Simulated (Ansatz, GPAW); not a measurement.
**A 2-layer slab of V(111): work function by functional and basis**

How far do functional and basis move the work function of a 2-layer slab of V(111)?

Calculated with GPAW 26.7.0 and Ansatz 0.2.0; GPAW, PAW setups; slab in vacuum, in the first sound run; inputs show where later runs differ.

Report form: the programs' logs are mostly left out.

### Step 1. The starting structure

The cell holds 2 atoms: 2 V. Its edges and angles: a = 4.271 Å, b = 4.271 Å, c = 16.872 Å, α = 90.0°, β = 90.0°, γ = 60.0°. Vacuum lies along c.

As a file:

```
V
1.0
     4.27092    0.00000    0.00000
     2.13546    3.69873    0.00000
     0.00000    0.00000   16.87180
V
2
Direct
  0.66667 0.66667 0.47416
  0.00000 0.00000 0.52584
```

### Step 2. Relaxing the atoms

The atoms are relaxed first, since the surface dipole, and with it the work function, follows the positions of the outer layers. The lowest 1 atoms are held at bulk positions and keep their forces.

run.py

```python
import json
import numpy as np
from ase import Atoms
from ase.constraints import FixAtoms
from ase.optimize import BFGS
from gpaw import GPAW, PW

slab = Atoms(
    ['V', 'V'],
    positions=[
        [4.27092, 2.46582, 8.00000],
        [0.00000, 0.00000, 8.87180]],
    cell=[[4.27092, 0.0, 0.0], [2.13546, 3.69873, 0.0], [0.0, 0.0, 16.8718]],
    pbc=[True, True, False])

slab.calc = GPAW(mode=PW(400), xc='PBE', kpts={'size': (9, 9, 1), 'gamma': True},
                 occupations={'name': 'fermi-dirac', 'width': 0.1}, nbands='160%',
                 convergence={'density': 0.0001}, maxiter=200,
                 poissonsolver={'dipolelayer': 'xy'},
                 symmetry={'tolerance': 1e-3, 'extra_ids': [1, 0]}, txt='slab.txt')
result = {}
slab.set_constraint(FixAtoms([0]))
path = []
opt = BFGS(slab, maxstep=0.2)
opt.attach(lambda: path.append((slab.get_potential_energy(), slab.positions.tolist(), slab.get_forces().tolist())))
result['relaxed'] = bool(opt.run(fmax=0.05, steps=30))
result['path'] = path
energy = slab.get_potential_energy()
fermi = slab.calc.get_fermi_level()
v = slab.calc.get_electrostatic_potential().mean((0, 1)) - fermi
n = slab.calc.get_pseudo_density().mean((0, 1))
L = slab.cell[2, 2]
z = np.arange(len(v)) * L / len(v)
low, high = slab.positions[:, 2].min(), slab.positions[:, 2].max()
below, above = np.interp([low - 5.8, high + 5.8], z, v)
slopes = [np.interp(x, z, np.gradient(v, z)) for x in (low - 5.8, high + 5.8)]
eps = np.array([[slab.calc.get_eigenvalues(k, s) for k in range(len(slab.calc.get_ibz_k_points()))]
                for s in range(slab.calc.get_number_of_spins())]) - fermi
top, bottom = eps[eps < 0].max(), eps[eps > 0].min()
dipole = slab.get_dipole_moment()[2]
print(f'energy {energy:.4f} eV, Fermi level {fermi:.4f} eV, dipole {dipole:.5f} e A')
print(f'potential 5.8 A off the faces, from the Fermi level: lower {below:.4f} eV, upper {above:.4f} eV')
print(f'slope of the potential there: lower {slopes[0]:.5f}, upper {slopes[1]:.5f} eV/A')
print(f'nearest levels on the mesh: {top:.4f} and {bottom:.4f} eV')
print('magnetic moment', round(slab.get_magnetic_moment(), 3))
result.update(energy=energy, fermi=fermi, dipole=dipole, below=below, above=above, slopes=slopes, edges=[top, bottom],
              z=z.tolist(), v=v.tolist(), n=n.tolist(), positions=slab.positions.tolist(),
              forces=slab.get_forces(apply_constraint=False).tolist(), moments=slab.get_magnetic_moments().tolist())
json.dump(result, open('result.json', 'w'))
```

Command:

```sh
> OMP_NUM_THREADS=1 OPENBLAS_NUM_THREADS=1 python run.py
```

The job ended after 63 s (1 thread of Intel Xeon Platinum 8488C (Sapphire Rapids), shared host; peak memory 0.2 GiB).

This run has no spin polarisation, although V can carry a moment.

Relaxation path:

| step | energy less that of the first step (eV) | largest force (eV/Å) |
| --- | --- | --- |
| 1 | 0.0000 | 0.2594 |
| 2 | -0.0010 | 0.2549 |
| 3 | -0.0135 | 0.0959 |
| 4 | -0.0194 | 0.0080 |

The atoms that moved most (Å):

| atom | dx | dy | dz | length |
| --- | --- | --- | --- | --- |
| V2 | 0.000 | 0.000 | -0.149 | 0.149 |

Final coordinates:

```xyz
2
Lattice="4.2709 0.0000 0.0000 2.1355 3.6987 0.0000 0.0000 0.0000 16.8718" Properties=species:S:1:pos:R:3
V     4.2709    2.4658    8.0000
V     0.0000    0.0000    8.7228
```

This step gave:

```
dipole along the normal                    : -6.66e-5 e·Å
levels nearest the Fermi level on the mesh : -0.006732, 0.004122 eV from the Fermi level
upper work function                        : 3.900 eV
lower work function                        : 3.900 eV
```

The electrostatic potential energy of an electron (without an applied field's), less the Fermi level, planar mean by z:

```
z (Å)  electrostatic potential energy of an electron (without an applied field's), less the Fermi level, planar mean (eV)
  0.0                                                                                                                3.90
  0.5                                                                                                                3.90
  1.0                                                                                                                3.90
  1.5                                                                                                                3.90
  2.0                                                                                                                3.90
  2.5                                                                                                                3.90
  3.0                                                                                                                3.90
  3.5                                                                                                                3.90
  4.0                                                                                                                3.90
  4.5                                                                                                                3.89
  5.0                                                                                                                3.87
  5.5                                                                                                                3.82
  6.0                                                                                                                3.66
  6.5                                                                                                                3.17
  7.0                                                                                                                1.72
  7.5                                                                                                               -2.54
  8.0                                                                                                               -9.01
  8.5                                                                                                               -10.0
  9.0                                                                                                               -5.72
  9.5                                                                                                               0.363
 10.0                                                                                                                2.71
 10.5                                                                                                                3.51
 11.0                                                                                                                3.77
 11.5                                                                                                                3.86
 12.0                                                                                                                3.89
 12.5                                                                                                                3.90
 13.0                                                                                                                3.90
 13.5                                                                                                                3.90
 14.0                                                                                                                3.90
 14.5                                                                                                                3.90
 15.0                                                                                                                3.90
 15.5                                                                                                                3.90
 16.0                                                                                                                3.90
 16.5                                                                                                                3.90
```

Pseudo valence density, planar mean against z:

| z (Å) | pseudo valence density, planar mean (e/Å³) |
| --- | --- |
| 0.00 | 0 |
| 0.63 | 0 |
| 1.05 | 0 |
| 1.69 | 0 |
| 2.32 | 1.6e-6 |
| 2.95 | 6.6e-6 |
| 3.37 | 1.7e-5 |
| 4.01 | 7.4e-5 |
| 4.64 | 3.1e-4 |
| 5.27 | 0.00131 |
| 5.69 | 0.00335 |
| 6.33 | 0.0132 |
| 6.96 | 0.0534 |
| 7.38 | 0.193 |
| 8.01 | 1.08 |
| 8.65 | 1.08 |
| 9.28 | 0.244 |
| 9.70 | 0.0627 |
| 10.33 | 0.0151 |
| 10.97 | 0.00384 |
| 11.39 | 0.00150 |
| 12.02 | 3.6e-4 |
| 12.65 | 8.5e-5 |
| 13.29 | 2.0e-5 |
| 13.71 | 7.6e-6 |
| 14.34 | 1.8e-6 |
| 14.97 | 0 |
| 15.61 | 0 |
| 16.03 | 0 |
| 16.66 | 0 |

The relaxation lowered the energy of the cell by 0.0194 eV (energies extrapolated to zero smearing; the optimiser's log prints free energies). The largest force left on a free atom is 0.0080 eV/Å.

### Step 3. The slab's potential

With the geometry fixed, the planar mean of the potential gives the vacuum level on each side.

run.py, as its differences from that of step 2:

```diff
@@ -3,4 +3,2 @@
 from ase import Atoms
-from ase.constraints import FixAtoms
-from ase.optimize import BFGS
 from gpaw import GPAW, PW
@@ -11,3 +9,3 @@
         [4.27092, 2.46582, 8.00000],
-        [0.00000, 0.00000, 8.87180]],
+        [0.00000, -0.00000, 8.72278]],
     cell=[[4.27092, 0.0, 0.0], [2.13546, 3.69873, 0.0], [0.0, 0.0, 16.8718]],
@@ -17,12 +15,6 @@
                  occupations={'name': 'fermi-dirac', 'width': 0.1}, nbands='160%',
-                 convergence={'density': 0.0001}, maxiter=200,
+                 convergence={'density': 1e-05}, maxiter=200,
                  poissonsolver={'dipolelayer': 'xy'},
-                 symmetry={'tolerance': 1e-3, 'extra_ids': [1, 0]}, txt='slab.txt')
+                 symmetry={'tolerance': 1e-3}, txt='slab.txt')
 result = {}
-slab.set_constraint(FixAtoms([0]))
-path = []
-opt = BFGS(slab, maxstep=0.2)
-opt.attach(lambda: path.append((slab.get_potential_energy(), slab.positions.tolist(), slab.get_forces().tolist())))
-result['relaxed'] = bool(opt.run(fmax=0.05, steps=30))
-result['path'] = path
 energy = slab.get_potential_energy()
```

It took 19 s on 1 thread; peak memory 0.2 GiB.

Numbers from this step:

- dipole along the normal: -1.20e-5 e·Å
- levels nearest the Fermi level on the mesh: -0.006730, 0.004120 eV from the Fermi level

Table of electrostatic potential energy of an electron (without an applied field's), less the Fermi level, planar mean by z:

```csv
z (Å),"electrostatic potential energy of an electron (without an applied field's), less the Fermi level, planar mean (eV)"
0,3.90
1,3.90
2,3.90
3,3.90
4,3.90
5,3.87
6,3.66
7,1.72
8,-9.01
9,-5.72
10,2.71
11,3.77
12,3.89
13,3.90
14,3.90
15,3.90
16,3.90
```

The pseudo valence density, planar mean by z:

```csv
z (Å),"pseudo valence density, planar mean (e/Å³)"
4,7.3e-5
5,7.2e-4
6,0.00672
7,0.0615
8,1.07
9,0.674
10,0.0316
11,0.00361
12,3.8e-4
13,4.0e-5
```

The potential is flat to 9.9e-5 eV/Å where it is read, so the vacuum is wide enough.

### Step 4. Self-consistent run: xc = "LDA"

The same geometry under LDA, to see how far the functional moves the levels against the vacuum.

run.py, as its differences from that of step 3:

```diff
@@ -13,3 +13,3 @@
 
-slab.calc = GPAW(mode=PW(400), xc='PBE', kpts={'size': (9, 9, 1), 'gamma': True},
+slab.calc = GPAW(mode=PW(400), xc='LDA', kpts={'size': (9, 9, 1), 'gamma': True},
                  occupations={'name': 'fermi-dirac', 'width': 0.1}, nbands='160%',
```

Elapsed: 17 s, on 1 thread; peak memory 0.19 GiB.

Numbers from this step:

```yaml
dipole_along_the_normal: -1.47e-5 e·Å
levels_nearest_the_fermi_level_on_the_mesh: -0.005975, 0.04240 eV from the Fermi level
upper_work_function: 4.146 eV
lower_work_function: 4.146 eV
```

The electrostatic potential energy of an electron (without an applied field's), less the Fermi level, planar mean by z:

| z (Å) | electrostatic potential energy of an electron (without an applied field's), less the Fermi level, planar mean (eV) |
| --- | --- |
| 0 | 4.15 |
| 1 | 4.15 |
| 2 | 4.15 |
| 3 | 4.15 |
| 4 | 4.14 |
| 5 | 4.12 |
| 6 | 3.91 |
| 7 | 1.99 |
| 8 | -8.72 |
| 9 | -5.44 |
| 10 | 2.97 |
| 11 | 4.02 |
| 12 | 4.13 |
| 13 | 4.15 |
| 14 | 4.15 |
| 15 | 4.15 |
| 16 | 4.15 |

Pseudo valence density, planar mean against z:

z (Å), pseudo valence density, planar mean (e/Å³) and a bar:
```
     0.00       0.00 
     0.63       0.00 
     1.05       0.00 
     1.69       0.00 
     2.32       0.00 
     2.95       0.00 
     3.37       0.00 
     4.01       0.00 
     4.64       0.00 
     5.27       0.00 
     5.69       0.00 
     6.33       0.01 
     6.96       0.05 #
     7.38       0.19 #####
     8.01       1.08 ##############################
     8.65       1.08 ##############################
     9.28       0.24 #######
     9.70       0.06 ##
    10.33       0.01 
    10.97       0.00 
    11.39       0.00 
    12.02       0.00 
    12.65       0.00 
    13.29       0.00 
    13.71       0.00 
    14.34       0.00 
    14.97       0.00 
    15.61       0.00 
    16.03       0.00 
    16.66       0.00
```

Force by atom:

```csv
atom,x (eV/Å),y (eV/Å),z (eV/Å),size
V1,0.000,0.000,0.366,0.366
V2,0.000,0.000,-0.366,0.366
```

The upper face's work function is 4.146 eV, against 3.900 eV in the first plane-wave PBE run at this geometry.

### Step 5. OptPBE vdW: xc = "optPBE-vdW"

The same geometry under optPBE-vdW, to see how far the functional moves the levels against the vacuum (the van der Waals functionals take revPBE setups).

run.py, as its differences from that of step 4:

```diff
@@ -13,3 +13,3 @@
 
-slab.calc = GPAW(mode=PW(400), xc='LDA', kpts={'size': (9, 9, 1), 'gamma': True},
+slab.calc = GPAW(mode=PW(400), xc='optPBE-vdW', kpts={'size': (9, 9, 1), 'gamma': True},
                  occupations={'name': 'fermi-dirac', 'width': 0.1}, nbands='160%',
```

It took 37 s on 1 thread; peak memory 0.37 GiB.

Numbers from this step:

- dipole along the normal: -1.15e-5 e·Å
- levels nearest the Fermi level on the mesh: -0.01426, 0.01180 eV from the Fermi level
- upper work function: 4.042 eV
- lower work function: 4.042 eV

The electrostatic potential energy of an electron (without an applied field's), less the Fermi level, planar mean by z:

z (Å), electrostatic potential energy of an electron (without an applied field's), less the Fermi level, planar mean (eV) and a bar from the least value:
```
      0.0        4.0 ##############################
      0.5        4.0 ##############################
      1.0        4.0 ##############################
      1.5        4.0 ##############################
      2.0        4.0 ##############################
      2.5        4.0 ##############################
      3.0        4.0 ##############################
      3.5        4.0 ##############################
      4.0        4.0 ##############################
      4.5        4.0 ##############################
      5.0        4.0 ##############################
      5.5        3.9 ##############################
      6.0        3.8 #############################
      6.5        3.2 ############################
      7.0        1.7 #########################
      7.5       -2.5 ################
      8.0       -9.0 ##
      8.5      -10.0 
      9.0       -5.7 #########
      9.5        0.4 ######################
     10.0        2.8 ###########################
     10.5        3.6 #############################
     11.0        3.9 ##############################
     11.5        4.0 ##############################
     12.0        4.0 ##############################
     12.5        4.0 ##############################
     13.0        4.0 ##############################
     13.5        4.0 ##############################
     14.0        4.0 ##############################
     14.5        4.0 ##############################
     15.0        4.0 ##############################
     15.5        4.0 ##############################
     16.0        4.0 ##############################
     16.5        4.0 ##############################
```

The upper face's work function is 4.042 eV, against 3.900 eV in the first plane-wave PBE run at this geometry.

### Step 6. Self-consistent run: xc = "revPBE"

The same geometry under revPBE, to see how far the functional moves the levels against the vacuum.

run.py, as its differences from that of step 5:

```diff
@@ -13,3 +13,3 @@
 
-slab.calc = GPAW(mode=PW(400), xc='optPBE-vdW', kpts={'size': (9, 9, 1), 'gamma': True},
+slab.calc = GPAW(mode=PW(400), xc='revPBE', kpts={'size': (9, 9, 1), 'gamma': True},
                  occupations={'name': 'fermi-dirac', 'width': 0.1}, nbands='160%',
```

Elapsed: 19 s, on 1 thread; peak memory 0.2 GiB.

This step gave:

```
dipole along the normal                    : -8.83e-6 e·Å
levels nearest the Fermi level on the mesh : -0.006756, 0.06357 eV from the Fermi level
upper work function                        : 3.781 eV
lower work function                        : 3.781 eV
```

The upper face's work function is 3.781 eV, against 3.900 eV in the first plane-wave PBE run at this geometry.

### Step 7. Real-space grid: mode = "fd"

A real-space grid is a second complete basis, so it checks the plane-wave result.

run.py, as its differences from that of step 6:

```diff
@@ -3,3 +3,3 @@
 from ase import Atoms
-from gpaw import GPAW, PW
+from gpaw import GPAW
 
@@ -13,3 +13,3 @@
 
-slab.calc = GPAW(mode=PW(400), xc='revPBE', kpts={'size': (9, 9, 1), 'gamma': True},
+slab.calc = GPAW(mode='fd', h=0.18, xc='PBE', kpts={'size': (9, 9, 1), 'gamma': True},
                  occupations={'name': 'fermi-dirac', 'width': 0.1}, nbands='160%',
```

Wall time 85 s (1 thread); peak memory 0.43 GiB.

Numbers from this step:

| Item | Value |
| --- | --- |
| dipole along the normal | -2.31e-5 e·Å |
| levels nearest the Fermi level on the mesh | -0.005034, 0.002898 eV from the Fermi level |
| upper work function | 3.899 eV |
| lower work function | 3.899 eV |

The upper face's work function is 3.899 eV, against 3.900 eV in the first plane-wave PBE run at this geometry.

### Step 8. Atomic orbitals: mode = "lcao"

Atom-centred orbitals end a few angstrom from the surface, which tests how much the density's tail matters.

run.py, as its differences from that of step 7:

```diff
@@ -13,4 +13,4 @@
 
-slab.calc = GPAW(mode='fd', h=0.18, xc='PBE', kpts={'size': (9, 9, 1), 'gamma': True},
-                 occupations={'name': 'fermi-dirac', 'width': 0.1}, nbands='160%',
+slab.calc = GPAW(mode='lcao', basis='dzp', h=0.18, xc='PBE', kpts={'size': (9, 9, 1), 'gamma': True},
+                 occupations={'name': 'fermi-dirac', 'width': 0.1}, nbands='120%',
                  convergence={'density': 1e-05}, maxiter=200,
```

Run time: 60 s. Hardware: 1 thread; peak memory 0.26 GiB.

This step gave:

```
dipole along the normal                    : -9.94e-6 e·Å
levels nearest the Fermi level on the mesh : -0.01573, 5.85e-4 eV from the Fermi level
upper work function                        : 3.866 eV
lower work function                        : 3.867 eV
```

The upper face's work function is 3.866 eV, against 3.900 eV in the first plane-wave PBE run at this geometry.

### Step 9. The ladder

Times are for 1 thread of Intel Xeon Platinum 8488C (Sapphire Rapids), shared host. Results by setting:

```csv
no.,run,upper work function (eV),time,memory (GiB)
1,pw,3.900,19 s,0.2
2,LDA,4.146,17 s,0.19
3,optPBE vdW,4.042,37 s,0.37
4,revPBE,3.781,19 s,0.2
5,fd,3.899,85 s,0.43
6,lcao,3.866,60 s,0.26
```

(Continued in part 2 of 2.)

[Logs are printed without paths, hosts, clocks, repeated set-up lines and the standing remarks that a program may print on its own settings, such as how far it seeks lower states.]

[Hosts, paths, dates, database ids (printed as entryN), source tags and the programs' standing remarks are cut or masked in the printed files.]
